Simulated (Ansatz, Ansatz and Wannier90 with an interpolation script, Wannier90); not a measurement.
Planning a run of Wannier90 4.0.3 on AlH3 (R-3c). The input:

```
num_iter = 1200
conv_tol = 1.0e-8
conv_window = 5
dis_num_iter = 4000
dis_conv_tol = 1.0e-8
dis_mix_ratio = 0.7
write_hr = true
use_ws_distance = false
num_print_cycles = 50
! ansatz wannier90 interface
! projections by site (counted from 0) and shell: 0 3S, 1 3S, 0 3P, 1 3P, 2 1S, 3 1S, 4 1S, 5 1S, 6 1S, 7 1S
! states of the run's bands (counted from 1): 1-28
num_bands = 28
num_wann  = 14
dis_win_min = -7.94
dis_win_max = 21.75
dis_froz_min = -7.94
dis_froz_max = 6.3
guiding_centres = true

begin unit_cell_cart
Ang
        2.224650000012095       1.2844022763763505       3.9345666666945593
       -2.224650000012095       1.2844022763763505       3.9345666666945593
                      0.0       -2.568804552702701       3.9345666667108814
end unit_cell_cart

begin atoms_frac
Al                       0.0                      0.0                      0.0
Al                       0.5                      0.5                      0.5
H                      0.878                    0.622                     0.25
H                       0.25                    0.878                    0.622
H                      0.622                     0.25                    0.878
H                      0.122                    0.378                     0.75
H                       0.75                    0.122                    0.378
H                      0.378                     0.75                    0.122
end atoms_frac

mp_grid = 8 8 8

[... the mesh's points ...]
```

```sh
OMP_NUM_THREADS=1 mpirun -n 8 wannier90.x w > wannier90.x.log
```

Question: Estimate wall time and host memory on 8 MPI ranks of Arm Neoverse V1, shared host.

It took 58 s; on shared hardware allow 29 s to 1.9 min.

[Paths, hosts, dates, memory and timing lines, banners, echoed tables and standing remarks are left out of the program output.]

[Logs are printed without paths, hosts, clocks, repeated set-up lines and the standing remarks that a program may print on its own settings, such as how far it seeks lower states.]

[Runs of the session that timed out or met a known fault of the program may be left out.]

[Hosts, paths, dates, database ids (printed as entryN), source tags and the programs' standing remarks are cut or masked in the printed files.]
